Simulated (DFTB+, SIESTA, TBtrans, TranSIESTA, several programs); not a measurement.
# Transport through 2,7-naphthalenedithiolate between two C chains, part 3 of 3

Which level of theory is enough for the transmission of 2,7-naphthalenedithiolate between two C chains? The current runs along the third cell vector; the first and last atoms are layers of the leads.

SIESTA 5.4.2, TranSIESTA 5.4.2, TBtrans 5.4.2, DFTB+ 25.1 with libNEGF and DFTB+ 25.1; PBE, numerical atomic orbitals (DZP), PseudoDojo norm-conserving files converted to PSML; other levels are named step by step (the session's first sound run).

So far, conductance (G₀): step 4 (transmission at zero bias, case PBE, DZP) 0.00148; step 6 (case basis SZ) 0.00146; step 8 (DFTB+, DFTB with the mio-1-1 Slater-Koster , case DFTB, mio) 5.3e-4; step 10 (DFTB+, GFN1-xTB Hamiltonian of the periodic, case GFN1-xTB) 3.7e-4.

## Step 12: Transmission at zero bias, case GFN2-xTB

run.py

```python
import json, re
import numpy as np
from numpy.linalg import inv, eigh, eigvalsh

Ha = 27.211386
n_lead, slices = 6, [0, 6, 28]      # atoms of a principal layer; first atom of each slice of the device
order = list(range(34))      # atoms of the device by height
energies = np.arange(-2.0125, 2.0125 + 1e-9, 0.025)
eta, temperature, mesh, align = 0.0001, 300, (1, 1), True


def read(path):
    """Blocks (atom, neighbour, cell, matrix) of hamreal1.dat or overreal.dat."""
    words = re.sub(r'#.*', '', open(path).read()).split()
    n = int(words[0])
    norb = [int(w) for w in words[3:1 + 3 * n:3]]
    blocks, i = [], 1 + 3 * n
    while i < len(words):
        a, b, cell = int(words[i]) - 1, int(words[i + 2]) - 1, [int(w) for w in words[i + 3:i + 6]]
        m = np.array(words[i + 6:i + 6 + norb[a] * norb[b]], float).reshape(norb[a], norb[b])
        blocks.append((a, b, cell, m))
        i += 6 + m.size
    return np.r_[0, np.cumsum(norb)], blocks


def matrix(data, k, R):
    """The block between cell 0 and cell R along the current, at wave vector k across it."""
    at, blocks = data
    M = np.zeros((at[-1], at[-1]), complex)
    for a, b, c, m in blocks:
        phase = np.exp(2j * np.pi * (k[0] * c[0] + k[1] * c[1]))
        if c[2] == R:
            M[at[a]:at[a + 1], at[b]:at[b + 1]] += m * phase
        if c[2] == -R and a != b:      # a pair of unlike atoms is listed once
            M[at[b]:at[b + 1], at[a]:at[a + 1]] += m.T * phase.conjugate()
    return M


def fermi_level(folder):
    return float(re.search(r'Fermi level:.*H +(\S+) eV', open(folder + '/detailed.out').read())[1])


def surface(a0, a1):
    es, e, a, b = a0.copy(), a0.copy(), a1[0].copy(), a1[1].copy()
    for _ in range(200):
        g = inv(e)
        ag, bg = a @ g, b @ g
        es, e = es - ag @ b, e - ag @ b - bg @ a
        a, b = -ag @ a, -bg @ b
        if abs(a).max() < 1e-11:
            break
    return inv(es)


files = {f: [read(f'{f}/{x}') for x in ('hamreal1.dat', 'overreal.dat')] for f in ('lead', 'device')}
fermi = fermi_level('device')
at = files['device'][0][0]
cut = [np.concatenate([np.arange(at[a], at[a + 1]) for a in order[i:j]]) for i, j in zip(slices, slices[1:] + [len(order)])]
points = [(i, j) for i in range(mesh[0]) for j in range(mesh[1]) if (i, j) <= (-i % mesh[0], -j % mesh[1])]
weights = [(1 if (i, j) == (-i % mesh[0], -j % mesh[1]) else 2) / (mesh[0] * mesh[1]) for i, j in points]
T, N, top, tail, dropped = np.zeros(len(energies)), np.zeros(len(energies)), np.zeros((3, len(energies))), 0.0, 0.0
for (i, j), w in zip(points, weights):
    k = (i / mesh[0], j / mesh[1])
    H, S = Ha * matrix(files['device'][0], k, 0), matrix(files['device'][1], k, 0)
    (H0, H1, H2), (S0, S1) = [Ha * matrix(files['lead'][0], k, R) for R in range(3)], [matrix(files['lead'][1], k, R) for R in range(2)]
    n = len(H0)
    shift = np.mean(np.diag(H)[:n] - np.diag(H0)).real if align else fermi - fermi_level('lead')
    H0, H1, zero = H0 + shift * S0, H1 + shift * S1, fermi_level('lead') + shift
    tail = max(tail, abs(H2).max())
    dropped = max([dropped] + [abs(H[np.ix_(a, b)]).max() for a, b in zip(cut, cut[2:])])
    for m, e in enumerate(energies):
        z = zero + e + 1j * eta
        a0, up, down = z * S0 - H0, z * S1 - H1, z * S1.conj().T - H1.conj().T
        sl, sr = down @ surface(a0, (down, up)) @ up, up @ surface(a0, (up, down)) @ down
        gl, gr = 1j * (sl - sl.conj().T), 1j * (sr - sr.conj().T)
        A = (zero + e) * S - H
        g = g1 = inv(A[np.ix_(cut[0], cut[0])] - sl)
        for a, b in zip(cut, cut[1:]):
            v = A[np.ix_(a, b)]
            g = inv(A[np.ix_(b, b)] - v.conj().T @ g @ v - (sr if b is cut[-1] else 0))
            g1 = -g1 @ v @ g
        x, u = eigh(gl)
        root = u * np.sqrt(x.clip(0))
        t = eigvalsh(root.conj().T @ g1 @ gr @ g1.conj().T @ root)[::-1].clip(0)
        bulk = inv(a0 - sl - sr)
        T[m] += w * t.sum()
        N[m] += w * np.trace(gl @ bulk @ gr @ bulk.conj().T).real
        top[:, m] += w * t[:3]

print(f'orbitals: device {at[-1]}, principal layer {n}; slices {len(cut)}; k points {len(points)}')
print(f'Fermi level of the device cell {fermi:.4f} eV; shift of the lead {shift:.4f} eV; zero of energy (Fermi level of the lead) {zero:.4f} eV')
print(f'largest element left out: past the next layer of the lead {tail:.1e} eV, between slices {dropped:.1e} eV')
print('  E-E_F (eV)   T (one spin)   channels   three largest eigenchannels')
for row in zip(energies, T, N, *top):
    print('%10.3f  %12.4e  %9.4f  %10.3e %10.3e %10.3e' % row)
kT = 8.617333e-5 * temperature
fine = np.linspace(energies[0], energies[-1], 6001)
y = np.exp(np.interp(fine, energies, np.log(T + 1e-30)))
f = 1 / (1 + np.exp(np.clip(fine / kT, -200, 200)))
G = np.trapezoid(y * f * (1 - f) / kT, fine)
seebeck = -np.trapezoid(y * f * (1 - f) / kT * fine, fine) / (G * temperature) * 1e6
print(f'conductance at {temperature} K: {G:.5g} G0 a cell; thermopower {seebeck:.4g} uV/K')
json.dump(dict(E=energies.tolist(), T=T.tolist(), N=N.tolist(), top=top.tolist(), G=G, seebeck=seebeck, tail=tail, dropped=dropped,
               shift=shift, orbitals=int(at[-1]), lead=n), open('result.json', 'w'))
```

device/dftb_in.hsd

```
Geometry = GenFormat {
  <<< "geo.gen"
}
Hamiltonian = xTB {
  Method = "GFN2-xTB"
  SccTolerance = 1e-06
  MaxSccIterations = 300
  Mixer = Broyden {
    MixingParameter = 0.1
  }
  Filling = Fermi {
    Temperature [K] = 300
  }
  KPointsAndWeights = SupercellFolding {
    1 0 0
    0 1 0
    0 0 2
    0.0 0.0 0.0
  }
  ReadInitialCharges = Yes
}
Options {
  ReadChargesAsText = Yes
  WriteRealHS = Yes
}
ParserOptions {
  ParserVersion = 14
}
```

Command:

```
(cd lead && OMP_NUM_THREADS=1 dftb+ > dump.out)
(cd device && OMP_NUM_THREADS=1 dftb+ > dump.out)
OMP_NUM_THREADS=1 python run.py
```

Elapsed: 0.46 s, on 1 thread of AMD EPYC 9R45, shared host; peak memory 0.2 GiB.

One spin. Table of transmission by energy, zero at the Fermi level:

```
energy (eV)  transmission
     -1.988         0.533
     -1.913         0.708
     -1.812          1.01
     -1.788          1.03
     -1.712         0.755
     -1.613         0.303
     -1.512         0.129
     -1.413        0.0687
     -1.312        0.0453
     -1.212        0.0345
     -1.113        0.0281
     -1.012        0.0231
     -0.912        0.0185
     -0.812        0.0141
     -0.713        0.0102
     -0.613       0.00708
     -0.512       0.00470
     -0.412       0.00301
     -0.312       0.00187
     -0.212       0.00115
     -0.113        7.1e-4
     -0.013        4.8e-4
      0.113        4.0e-4
      0.212        4.6e-4
      0.312        6.6e-4
      0.412       0.00103
      0.512       0.00171
      0.613       0.00300
      0.713       0.00567
      0.812        0.0118
      0.912        0.0287
      0.988        0.0648
      1.113         0.393
      1.212         0.978
      1.288         0.573
      1.413         0.297
      1.488         0.259
      1.613         0.270
      1.712         0.332
      1.788         0.418
      1.913         0.658
      1.988         0.841
```

The conductance is 4.8e-4 G0, 0.32 times that of the case PBE, DZP. The largest eigenchannels at the Fermi level pass 3.2e-4 and 1.5e-4. The thermopower is positive, since T(E) falls through the Fermi level. By hand: Mott's formula S = −(π²k²T/3e) d ln T/dE has the factor 7.33 µV/K × eV at 300 K; T(−0.05 eV) = 5.51e-4 and T(+0.05 eV) = 4.16e-4 give a slope of -2.81 per eV and S ≈ 20.6 µV/K, against 21.1 from the full integral.

## Step 13: Levels compared

This step: transmission of one junction over levels of basis, functional and code, with cost (several programs post-processed).

The levels are set side by side. They share one geometry, unless a row names other leads, so they differ by the settings that each row names.

Times from shared hosts. Ladder, by row:

```
    level  program  T at E_F, sum over listed spins  conductance (G0)  r.m.s. of T(E) from the first row  core-minutes, all zero-bias steps
 PBE, DZP  TBtrans                         0.001459          0.001482                                  0                                1.3
 basis SZ  TBtrans                         0.001438          0.001459                             0.2384                               0.69
DFTB, mio    DFTB+                          5.17e-4           5.27e-4                             0.1105                               0.04
 GFN1-xTB    DFTB+                          3.63e-4           3.73e-4                             0.2803                               0.01
 GFN2-xTB    DFTB+                          4.66e-4           4.81e-4                             0.3181                               0.01
```

1e-10 stands for smaller values and for energies where a level's lead has no channel. The transmission by energy, zero at the Fermi level:

```
energy (eV)  PBE, DZP  basis SZ  DFTB, mio  GFN1-xTB  GFN2-xTB
    -2.0000     0.706     0.826      0.754     0.672     0.513
    -1.8250     0.710      1.01      0.838     0.777     0.983
    -1.7500     0.750     0.908      0.911     0.895     0.939
    -1.6500     0.853     0.561       1.02      1.02     0.437
    -1.6250     0.888     0.474       1.03     0.991     0.344
    -1.5000      1.02     0.185      0.781     0.453     0.118
    -1.2500     0.252    0.0363      0.118    0.0546    0.0378
    -1.0000    0.0491    0.0150     0.0303    0.0190    0.0225
    -0.7500    0.0183   0.00946     0.0105   0.00869    0.0116
    -0.5000   0.00770   0.00586    0.00323   0.00349   0.00446
    -0.2500   0.00315   0.00306    0.00100   0.00118   0.00138
     0.0000   0.00146   0.00144     5.2e-4    3.6e-4    4.7e-4
     0.2500   0.00109    9.6e-4     6.2e-4    2.2e-4    5.2e-4
     0.5000   0.00150   0.00148    0.00114    5.4e-4   0.00160
     0.7500   0.00301   0.00359    0.00261   0.00229   0.00740
     1.0000   0.00825    0.0116    0.00801    0.0180    0.0766
     1.2500    0.0368    0.0640     0.0407     0.862     0.776
     1.5000     0.397     0.834      0.544     0.168     0.257
     1.5500     0.663     1.000      0.863     0.151     0.256
     1.6000     0.928     0.877      0.999     0.145     0.266
     1.6500     0.994     0.681      0.868     0.147     0.288
     1.7500     0.758     0.445      0.562     0.172     0.371
     2.0000     0.621     0.355      0.441     0.474     0.869
```

## Step 14: Summary of results

```yaml
conductance_pbe_dzp: 0.00148 G₀
conductance_basis_sz: 0.00146 G₀
conductance_dftb_mio: 5.3e-4 G₀
conductance_gfn1_xtb: 3.7e-4 G₀
conductance_gfn2_xtb: 4.8e-4 G₀
```

What this shows: The conductance is 0.00148 G0 by PBE, DZP and spans 3.7e-4 (GFN1-xTB) to 0.00148 G0 (PBE, DZP) over the 5 levels of the ladder counted here; side tests aren't counted. So the choice decides the result. In the case PBE, DZP the junction passes 0.074 % of what the lead's channels allow, which is tunnelling. Among rungs that give a conductance the cost spans 0.01 to 1.3 core-minutes on shared hosts, where costs within about 30 % count as alike and the number of cycles enters too; among the ladder's rungs the cheapest within 10 % of the conductance by PBE, DZP is basis SZ, a match at the Fermi level that need not hold over the whole curve. The geometry stands as built, unrelaxed; at zero bias the first case bears forces up to 3.1 eV/Å on atoms away from the electrode layers. Semilocal functionals misplace molecular levels, as a rule towards the Fermi level. The linkage is of meta or cross-conjugated type, where π paths interfere destructively near mid-gap; the depth of such a dip hangs strongly on the Hamiltonian. The leads are evenly spaced chains of single atoms, an idealisation: real ones can dimerise or buckle, and some carry moments. The tight-binding rungs are rough beside density functional theory. Of the session's 16 records, 4 are not shown: repeated electrode runs and relaxations, cycles of the same form as earlier ones, some side tests of settings, or summaries that rest on unsound runs.

[Logs are printed without paths, hosts, clocks, repeated set-up lines and the standing remarks that a program may print on its own settings, such as how far it seeks lower states.]

[Hosts, paths, dates, database ids (printed as entryN), source tags and the programs' standing remarks are cut or masked in the printed files.]
